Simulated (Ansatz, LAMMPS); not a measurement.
# Charge trapping in a frame of Li+ PF6- in ethyl methyl carbonate from 330 K (188 atoms): runs compared

Does an extra electron or hole in a frame of Li+ PF6- in ethyl methyl carbonate from 330 K (188 atoms) stay spread out, or do the atoms trap it?

Computed with Ansatz 0.2.0: Kohn-Sham DFT, PBE+D3(BJ), PAW (set soft_1), plane waves.

In doubt: warnings of the run leave room for a lower electronic state (in some of the runs), so energies may not be the lowest and differences between runs may mislead.

### 1. The cell as built

The cell holds 188 atoms: 48 C, 36 O, 96 H, 1 P, 6 F and 1 Li. Its edges and angles: a = 12.947 Å, b = 12.947 Å, c = 12.947 Å, α = 90.0°, β = 90.0°, γ = 90.0°. 12 ethyl methyl carbonate, 1 Li+, 1 PF6- placed at random, at 1.07 g/cm³; overlaps pushed apart, then 10 ps at 550 K with stiff harmonic cages for PF6 and BF4 with UFF radii; Joung-Cheatham ions (J. Phys. Chem. B 112, 9020 (2008)); MMFF94 bonds, angles, torsions, charges and radii (Halgren, J. Comput. Chem. 17, 490 (1996)) in harmonic and 12-6 forms; charges of ions scaled by 0.8. Snapshot after 30 ps at 330 K and fixed volume.

Limits known from the start: The network of contacts between molecules at the start is that of the classical potential that made the cell, and needn't be the one that DFT or experiment would give. Only the Γ point is sampled, in a cell whose shortest periodic width is 13 Å. The liquid is relaxed first, so the results are those of a frozen frame at zero temperature.

### 2. The reference run

The reference is a single point at the end of the relaxation.

The charged cells start from the geometry of this run, on a uniform background, with spin and a narrow Fermi–Dirac smearing.

Its input, with most atom lines left out:

```yaml
crystal:
  lattice:
    - [12.94736, 0.0, 0.0]
    - [0.0, 12.94736, 0.0]
    - [0.0, 0.0, 12.94736]
  atoms:
    - { symbol: C, position: [0.6933, 0.60238, 0.28351] }
    - { symbol: C, position: [0.67341, 0.62693, 0.171] }
    - { symbol: O, position: [0.63165, 0.53661, 0.11818] }
    - { symbol: C, position: [0.52965, 0.53551, 0.10131] }
    - { symbol: O, position: [0.46937, 0.606, 0.12009] }
    - { symbol: O, position: [0.50475, 0.44532, 0.05886] }
    - { symbol: C, position: [0.39665, 0.43368, 0.03179] }
    [... atom lines 8 to 188 left out ...]
kpoints:
  mp_grid: { grid: [1, 1, 1] }
hamiltonian:
  xc: pbe
  dispersion: d3bj
  pseudopotentials: { kind: paw, azcp: { folder: soft_1 } }
scf:
  occupations: { method: fixed }
output:
  forces: true
  stress: true
  populations: true
  dos:
    method: { smearing: { sigma: 0.1 } }
    de: 0.1
    projected: { site_lists: { C: [C], F: [F], H: [H], Li: [Li], O: [O] } }
  eigenvalues: true
  write_density: true
  write_potential: true
  volumetric_format: npy
```

| Property | Result |
| --- | --- |
| free energy per atom | -211.8094 eV/atom |
| r.m.s. force component | 0.00539 eV/Å |
| pressure | -0.3392 GPa |

Filled and empty levels are parted by 5.55 eV (at Γ alone); a semilocal functional tends to put such gaps too low. In a disordered cell it changes from sample to sample and from frame to frame.

### 3. The runs

Each row is one run, on 4 threads of Intel Xeon at 2.80GHz (Skylake/Cascade Lake), shared host. The free energy is the program's total, comparable only between runs with the same functional, potentials and atoms; between charge states it hangs on the program's zero of potential.

| run | atoms | outcome | ionic steps, all passes | free energy (eV) | time | host memory (GiB) |
| --- | --- | --- | --- | --- | --- | --- |
| Single point at the start | 188 | converged | - | -39809.155 | 68 s | 2.8 |
| Relaxation | 188 | converged | 40 | -39820.175 | 14 min | 2.8 |
| Single point at the relaxed geometry | 188 | converged | - | -39820.175 | 86 s | 3.1 |
| An extra electron, atoms held | 188 | converged | - | -39816.554 | 2.1 min | 5.3 |
| An extra electron, atoms relaxed | 188 | converged | 18 | -39816.606 | 18 min | 5.1 |
| An extra electron, levels at the relaxed geometry | 188 | converged | - | -39816.606 | 5.6 min | 5.3 |
| Neutral at the geometry of the electron | 188 | converged | - | -39820.149 | 3.3 min | 3.1 |
| An extra hole, atoms held | 188 | cut at the time limit | - | - | 7.7 min | 5.3 |

In some runs the program notes that the exchange-correlation potential is rough where the density is thin and starting moments were not kept. Further notices: convergence withheld.

### 4. Energies and spread of the extra charge

Energies are differences within one cell and functional; the shift is the gain plus the neutral cell's energy at the new geometry, that is how much cheaper the vertical process becomes there. The spread is the participation number of the site moments (1/Σw², over the spin inside atomic spheres), with the atom that holds the largest share and the spin that the spheres hold in all.

| carrier | charged less neutral, atoms held (eV) | gain on relaxing (eV) | neutral cell at that geometry, less the reference (eV) | shift of the vertical energy (eV) | spread, atoms held | spread, relaxed |
| --- | --- | --- | --- | --- | --- | --- |
| electron | 3.621 | 0.051 | 0.026 | 0.077 | - | - |

### 5. Findings

The extra electron gains 0.051 eV as the atoms relax. The cell with the electron keeps a moment of only 0.00 μB where one unpaired electron should give 1 μB: the carrier is shared between both spins, which can hide trapping. The runs for the hole were not obtained.

**Limits.** Single energies of charged cells hang on the program's zero of potential. In the spin-polarised runs the search for a state of lower energy was switched off. No distortion was seeded, so a trapped state behind a barrier can't be found. Local and semilocal functionals favour spread-out charges, so trapping can be missed. The density was typed from a rule of thumb and may lie off the real one at this temperature. Charged cells carry a uniform background, with no correction for images.

The DFT runs together took 53 min of wall time.

[Logs are printed without paths, hosts, clocks, repeated set-up lines and the standing remarks that a program may print on its own settings, such as how far it seeks lower states.]

[Hosts, paths, dates, database ids (printed as entryN), source tags and the programs' standing remarks are cut or masked in the printed files.]

[The MMFF94 radii named for the starting cell were scaled by 0.96; in molecules described by MMFF94, hydrogen bound to N, O or S took a small fixed 12-6 site in their place.]
